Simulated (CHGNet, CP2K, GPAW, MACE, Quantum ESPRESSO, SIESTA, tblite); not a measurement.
## GPAW on Σ5 (001) twist boundary in Ge (77 atoms): settings against a plane-wave reference

Wanted: GPAW inputs and outputs for Σ5 (001) twist boundary in Ge (77 atoms), checked against a plane-wave reference.

Method: the method is named at each step, in GPAW 26.7.0.

### 1. Starting point

The cell holds 77 atoms: 77 Ge. Cell: a = 8.946 Å, b = 8.946 Å, c = 22.565 Å, α = 90.0°, β = 90.0°, γ = 90.0°. It derives from Ge (diamond-structure). Diamond-structure Ge (a = 5.658 Å); two grains turned against each other by 36.87 deg about [001]; 1 x 1 coincidence cells, 2 lattice periods a grain, two boundaries a cell, upper grain shifted by [0.031, 0.71] of the boundary cell and opened by 0.2 Å, one atom of each pair nearer than 2.009 Å removed; minimised with a classical potential (one cell length free). Then every atom was moved at random, 0.02 Å r.m.s. a Cartesian component. Regions: lower grain, 40 atoms (40 Ge); upper grain, 37 atoms (37 Ge). The structure's axis is c.

The yardstick, on the same geometry:

| Property | Result |
| --- | --- |
| method | Kohn-Sham DFT, PBE, SSSP efficiency 1.3.0 pseudopotentials, plane waves (Quantum ESPRESSO 7.5); sssp-pbe-1.3.0-efficiency, cutoffs 45/360 Ry, Γ point |
| r.m.s. force component | 0.4065 eV/Å |
| longest force | 1.733 eV/Å |
| pressure | 5.283 GPa |
| time | 8.2 min on 4 MPI ranks of Arm Neoverse V1, shared host |
| CPU time | 33 min |

### 2. PBE, LCAO dzp, h 0.2 Å

Method: Kohn-Sham DFT, PBE, PAW, atomic orbitals (dzp).

File run.py:

```python
import numpy as np
from ase.io import read
from gpaw import GPAW, FermiDirac

atoms = read("structure.xyz")
atoms.calc = GPAW(
    mode="lcao",
    basis="dzp",
    h=0.2,
    xc="PBE",
    kpts={"size": (1, 1, 1), "gamma": True},
    occupations=FermiDirac(0.05),
    maxiter=200,
    symmetry={"point_group": False},
    txt="gpaw.txt",
)
energy = atoms.get_potential_energy(force_consistent=True)
forces = atoms.get_forces()
print(f"energy {energy:.6f} eV")
print("forces (eV/A)")
for i, (a, f) in enumerate(zip(atoms, forces)):
    print(f"{i:4d} {a.symbol:2s} {f[0]:10.5f} {f[1]:10.5f} {f[2]:10.5f}")
print(f"Fermi level {atoms.calc.get_fermi_level():.4f} eV")
for k in range(len(atoms.calc.get_ibz_k_points())):
    for s in range(atoms.calc.get_number_of_spins()):
        e = atoms.calc.get_eigenvalues(kpt=k, spin=s)
        n = np.searchsorted(e, atoms.calc.get_fermi_level())
        print(f"k {k} spin {s} levels about the Fermi level:", np.round(e[max(n - 6, 0):n], 4).tolist(), "|", np.round(e[n:n + 6], 4).tolist())
```

File structure.xyz:

```xyz
77
Lattice="8.94608 0.00000 0.00000 0.00000 8.94608 0.00000 0.00000 0.00000 22.56460" Properties=species:S:1:pos:R:3 pbc="T T T"
Ge 8.91110 8.80357 0.27754
Ge 1.70602 0.81481 1.67497
Ge 3.40094 1.74386 0.31590
Ge 5.27890 2.59231 1.59103
Ge 7.26806 3.19295 0.24979
Ge 8.86064 4.42473 1.58629
Ge 6.17467 0.87582 3.02727
Ge 7.92605 1.77141 4.43575
Ge 1.75692 5.33839 0.22519
Ge 3.54918 6.28355 1.53755
Ge 5.32417 7.38096 0.10786
Ge 7.05175 8.06981 1.69144
Ge 0.76713 2.64231 2.99951
Ge 2.57602 3.55562 4.33443
Ge 4.39995 4.44262 2.96995
Ge 6.15392 5.34743 4.36399
Ge 7.93034 6.20697 3.00470
Ge 0.78403 7.12940 4.37482
Ge 8.81663 8.91253 5.75668
Ge 1.66719 0.86974 7.18231
Ge 3.45104 1.72096 5.77541
Ge 5.21038 2.62219 7.09070
Ge 6.98939 3.50203 5.76661
Ge 8.78738 4.45005 7.12364
Ge 6.05873 0.90731 8.55559
Ge 7.83703 1.80120 9.97197
Ge 2.57549 7.96792 2.99365
Ge 4.39056 8.90564 4.37573
Ge 1.68151 5.32739 5.74675
Ge 3.44594 6.27970 7.11101
Ge 5.25403 7.14273 5.76458
Ge 7.00084 7.99842 7.20420
Ge 0.71372 2.64849 8.49963
Ge 2.47332 3.73991 9.85306
Ge 4.30423 4.45533 8.37982
Ge 6.05023 5.16019 9.91962
Ge 7.82997 6.19919 8.54905
Ge 0.69135 7.08369 9.94806
Ge 2.56162 8.01095 8.53574
Ge 4.16816 0.06888 10.00650
Ge 5.78373 8.12644 11.57429
Ge 6.70419 1.00903 12.90537
Ge 8.47024 4.58290 12.97307
Ge 8.48670 0.13580 14.31092
Ge 0.40740 1.91545 15.68736
Ge 1.42851 8.22995 12.87017
Ge 2.41687 1.06235 11.49328
Ge 3.23123 2.78357 12.91575
Ge 4.17701 4.58728 11.55375
Ge 4.94155 6.41255 12.95298
Ge 3.13328 7.29275 14.29896
Ge 3.95891 0.13491 15.67901
Ge 4.91256 1.91714 14.30866
Ge 5.77461 3.72255 15.69661
Ge 6.68558 5.50739 14.28204
Ge 7.60891 7.25849 15.70767
[... 17 atom lines left out ...]
Ge 5.69633 3.80575 21.09790
Ge 6.65731 5.56339 19.72281
Ge 7.47347 7.32201 21.26443
Ge 1.16487 3.53764 19.91755
```

Started as:

```console
> OMP_NUM_THREADS=1 python run.py > output.txt
```

What it wrote:

```text
energy -316.716538 eV
forces (eV/A)
   0 Ge    0.73967   -0.47224    0.10185
   1 Ge   -0.26803   -0.06934    0.36971
   2 Ge   -0.47278    1.07157   -0.76506
   3 Ge    0.21384   -0.22292    0.08071
   4 Ge   -0.25600   -0.11886   -0.15530
   5 Ge    0.26676    0.60480   -0.09750
   6 Ge   -0.15490    0.16791    0.63778
   7 Ge    0.19650   -0.07263   -0.53579
   8 Ge   -0.48471   -0.51583   -1.86179
   9 Ge    0.37779   -0.26158   -0.20672
  10 Ge    0.24802   -0.04570    0.07507
  11 Ge   -0.16447    0.15327    0.14489
  12 Ge   -0.11331   -0.25283    0.10597
  13 Ge    0.20801   -0.38620    0.19754
  14 Ge   -0.06512   -0.02211   -0.48237
  15 Ge   -0.16765   -0.11473    0.49463
  16 Ge    0.29951    0.16330   -0.28144
  17 Ge   -0.18654   -0.33795   -0.00846
  18 Ge   -0.00940   -0.15996    0.63332
  19 Ge    0.04050   -0.16871   -0.37195
  20 Ge   -0.37752    0.12158   -0.78452
  21 Ge    0.00774    0.26895    0.09103
  22 Ge    0.18270    0.75357   -0.01169
  23 Ge    0.03843    0.05563   -0.07073
[...]
69 Ge   -0.88665    0.78317   -0.02897
  70 Ge   -0.08256   -0.55360    1.20138
  71 Ge   -0.26200   -0.01638   -0.35137
  72 Ge    0.10854    0.09635    0.21004
  73 Ge   -0.38959    0.81513    0.05760
  74 Ge    0.60655   -0.24886    0.95892
  75 Ge    0.09122   -1.13216   -0.15745
  76 Ge    0.43794    0.78352    1.40854
Fermi level 5.5483 eV
k 0 spin 0 levels about the Fermi level: [5.0544, 5.1404, 5.3249, 5.4212, 5.4575, 5.5283] | [5.5604, 5.6441, 5.6898, 5.8644, 6.0576, 6.0768]
```

gpaw.txt:

```text
Input parameters:
  mode=LCAO(),
  basis={'default': 'dzp'},
  h=0.2,
  kpts=MonkhorstPack(size=(1, 1, 1), gamma=True),
  maxiter=200,
  occupations=Occupations(name='fermi-dirac', width=0.05, fixmagmom=False),
  symmetry=Symmetry(point_group=False),
  xc=XC(name='PBE')
Unit cell  # Å
| periodic |        x |        y |         z |   lengths |    angles |
|----------|----------|----------|-----------|-----------|-----------|
|      yes | 8.946080 | 0.000000 |  0.000000 |  8.946080 | 90.000000 |
|      yes | 0.000000 | 8.946080 |  0.000000 |  8.946080 | 90.000000 |
|      yes | 0.000000 | 0.000000 | 22.564600 | 22.564600 | 90.000000 |
Number of symmetries: 1
Symmetry operations  # r_c * U_cc + t_c -> r_c
|   | kind |            matrix            |
|---|------|------------------------------|
| 0 |  E   |  1, 0, 0,  0, 1, 0,  0, 0, 1 |
BZ-sampling:
  Number of BZ points: 1
  Number of IBZ points: 1
  Monkhorst-Pack size: [1, 1, 1]
  Monkhorst-Pack shift: [0, 0, 0]
[... lines left out ...]
  Fermi-Dirac:
[... lines left out ...]
    Stencil: 6*3+1=19 point O(h^6) finite-difference Laplacian
xc functional:
  name: PBE with 2 nearest neighbor stencil
interpolation: tri-quintic # 5. degree polynomial
Initialization done in: 10.467 s
convergence criteria:
- Maximum [total energy] change in last 3 cyles: 0.0005 eV / valence electron
- Maximum integral of absolute [dens]ity change: 0.0001 electrons / valence electron
- Maximum integral of absolute [eigenst]ate change: 4e-08 eV^2 / valence electron
maximum number of iterations: 200
SCF iterations
|iter     |      energy | eigst |  dens |
|---------|-------------|-------|-------|
|iter:   1| -317.108470 |      c|       |
|iter:   2| -316.979163 |      c| -1.05 |
|iter:   3| -606.173307 |      c| -1.08 |
|iter:   4| -320.998319 |      c| -0.40 |
[...]
|iter:   9| -316.698437 |      c| -1.88 |
|iter:  10| -316.611772 |      c| -2.01 |
|iter:  11| -316.598986c|      c| -2.26 |
|iter:  12| -316.591718c|      c| -2.46 |
|iter:  13| -316.595920c|      c| -2.62 |
[...]
|iter:  18| -316.581583c|      c| -3.81 |
|iter:  19| -316.581337c|      c| -3.76 |
|iter:  20| -316.581388c|      c| -4.11c|
Converged in 20 steps
SCF loop duration: 266.995 s (13.350 s/step)
Energy contributions relative to reference atoms: (reference = -4396518.114643)
Energy contributions:
  Kinetic:        1380.727661
  Coulomb:       -1238.804060
  Zero:              0.714502
  External:          0.000000
  Xc:             -459.084341
  Entropy:          -0.270301
  Spinorbit:         0.000000
  ----------------------------
  Free energy:    -316.716538
  Extrapolated:   -316.581388
dipole moment: (125.514740, -34.227718, -250.109217)  # |e|*Ang
Fermi level: 5.548
Eigenvalues  # (at kpt = [0.000, 0.000, 0.000])
| band index |      eig [eV] | occ [0-2] |
|------------|---------------|-----------|
|          0 |        -7.243 |     2.000 |
|        ... |               |           |
|        146 |         4.801 |     2.000 |
|        147 |         4.919 |     2.000 |
[...]
|        161 |         6.243 |     0.000 |
|        ... |               |           |
|        188 |         8.046 |     0.000 |
Gap: 0.032 eV
Transition (v -> c):
  (s=0, k=0, n=153, [0.00, 0.00, 0.00]) -> (s=0, k=0, n=154, [0.00, 0.00, 0.00])
No difference between direct/indirect transitions
Force computation time: 28.379  # s
timing:  # [seconds]
  Total:  305.869  # ━━━━━━━━━━━━━━━━━━━━━━━━━━━━━━━━━━━━━━━━━━━━━━━━━━━━━━━━
  Init:    10.466  # ━━
  SCF:    266.995  # ━━━━━━━━━━━━━━━━━━━━━━━━━━━━━━━━━━━━━━━━━━━━━━━━━
  Forces:  28.379  # ━━━━━
```

The job ended after 5.1 min (1 thread of Arm Neoverse V1, shared host; peak memory 1.6 GiB).

Banners, paths, timers and routine set-up lines are dropped from the logs unmarked, and long logs keep their key lines alone; longer cuts are marked.

Numbers from this run, and their distance from the reference:

| Quantity | Value |
| --- | --- |
| r.m.s. force component | 0.4572 eV/Å |
| r.m.s. difference of force components | 60.76 meV/Å |
| longest difference of force vectors | 277.6 meV/Å |
| force difference over r.m.s. force | 14.95 % |
| slope of forces against the reference's | 1.121 |
| correlation of force components | 0.997 |

Local excerpt of 9 atoms (numbers count through the whole input) about Ge9, which bears the longest force; x, y, z are measured from there.

```tsv
atom	x	y	z	distance (Å)	bonds	Fx	Fy	Fz (eV/Å)
Ge9	0.00	0.00	0.00	0.00	2	-0.48	-0.52	-1.86
Ge10	1.79	0.95	1.31	2.41	4	0.38	-0.26	-0.21
Ge6	-1.84	-0.91	1.36	2.47	4	0.27	0.60	-0.10
Ge77	-0.59	-1.80	-2.87	3.44	3	0.44	0.78	1.41
Ge71	1.36	2.01	-2.98	3.84	3	-0.08	-0.55	1.20
Ge1	-1.79	3.47	0.05	3.90	4	0.74	-0.47	0.10
Ge27	0.82	2.63	2.77	3.90	4	0.62	0.26	0.35
Ge15	2.64	-0.90	2.74	3.91	4	-0.07	-0.02	-0.48
Ge3	1.64	-3.59	0.09	3.95	3	-0.47	1.07	-0.77
```

Atoms are counted from 1 here, from 0 in the log.

Forces lie 15 % from the reference's, at 0.16 times its CPU time (on 1 against 4 cores).

### 3. RPBE, LCAO dzp, h 0.2 Å

Method: Kohn-Sham DFT, RPBE, PAW, atomic orbitals (dzp).

run.py: that of step 2 with these lines changed.

```diff
@@ -9,3 +9,3 @@
     h=0.2,
-    xc="PBE",
+    xc="RPBE",
     kpts={"size": (1, 1, 1), "gamma": True},
```

structure.xyz is that of step 2.

What it wrote:

```text
energy -289.130172 eV
forces (eV/A)
   0 Ge    0.76363   -0.51431    0.08229
   1 Ge   -0.26224   -0.07506    0.37866
   2 Ge   -0.50784    1.16101   -0.81746
   3 Ge    0.21599   -0.22621    0.07808
   4 Ge   -0.25111   -0.12317   -0.16527
   5 Ge    0.26907    0.63158   -0.10400
   6 Ge   -0.15721    0.17739    0.64683
   7 Ge    0.20126   -0.07557   -0.54255
   8 Ge   -0.48775   -0.54375   -1.96083
   9 Ge    0.39860   -0.27872   -0.21851
  10 Ge    0.23867   -0.06511    0.05481
  11 Ge   -0.16660    0.16406    0.14750
[...]
72 Ge    0.10748    0.09079    0.22342
  73 Ge   -0.43942    0.84887    0.08364
  74 Ge    0.62590   -0.25717    0.97613
  75 Ge    0.11280   -1.16188   -0.13891
  76 Ge    0.47136    0.82595    1.48661
Fermi level 5.6894 eV
k 0 spin 0 levels about the Fermi level: [5.179, 5.2623, 5.4676, 5.5774, 5.5938, 5.6674] | [5.7001, 5.7867, 5.8311, 6.0047, 6.2037, 6.2222]
```

gpaw.txt:

```text
Input parameters:
  mode=LCAO(),
  basis={'default': 'dzp'},
  h=0.2,
  kpts=MonkhorstPack(size=(1, 1, 1), gamma=True),
  maxiter=200,
  occupations=Occupations(name='fermi-dirac', width=0.05, fixmagmom=False),
  symmetry=Symmetry(point_group=False),
  xc=XC(name='RPBE')
[... lines left out ...]
  Fermi-Dirac:
[... lines left out ...]
convergence criteria:
- Maximum [total energy] change in last 3 cyles: 0.0005 eV / valence electron
[... lines left out ...]
Converged in 20 steps
[... lines left out ...]
  Free energy:    -289.130172
[... lines left out ...]
Fermi level: 5.689
[... lines left out ...]
|          0 |        -7.102 |     2.000 |
|        ... |               |           |
|        146 |         4.924 |     2.000 |
|        147 |         5.044 |     2.000 |
[...]
|        161 |         6.392 |     0.000 |
|        ... |               |           |
|        188 |         8.207 |     0.000 |
Gap: 0.033 eV
Transition (v -> c):
  (s=0, k=0, n=153, [0.00, 0.00, 0.00]) -> (s=0, k=0, n=154, [0.00, 0.00, 0.00])
No difference between direct/indirect transitions
Force computation time: 28.445  # s
timing:  # [seconds]
  Total:  307.172  # ━━━━━━━━━━━━━━━━━━━━━━━━━━━━━━━━━━━━━━━━━━━━━━━━━━━━━━━━
  Init:    10.504  # ━━
  SCF:    268.193  # ━━━━━━━━━━━━━━━━━━━━━━━━━━━━━━━━━━━━━━━━━━━━━━━━━
  Forces:  28.445  # ━━━━━
```

The job ended after 5.1 min (1 thread; peak memory 1.6 GiB).

Numbers from this run, and their distance from the reference:

```yaml
r_m_s_force_component: 0.477 eV/Å
r_m_s_difference_of_force_components: 83.07 meV/Å
longest_difference_of_force_vectors: 398.7 meV/Å
force_difference_over_r_m_s_force: 20.44 %
slope_of_forces_against_the_reference_s: 1.168
correlation_of_force_components: 0.995
```

Against the first run (15 %), the force difference from the reference is 20 %, at 1.0 times the CPU time; the model has changed, so this is no error of the program alone.

(Part 1 of 2 ends here.)

[Also dropped from logs without a mark: logging warnings of Python, and SIESTA's first energy breakdown and zero terms.]

[Logs are printed without paths, hosts, clocks, repeated set-up lines and the standing remarks that a program may print on its own settings, such as how far it seeks lower states.]

[Hosts, paths, dates, database ids (printed as entryN), source tags and the programs' standing remarks are cut or masked in the printed files.]
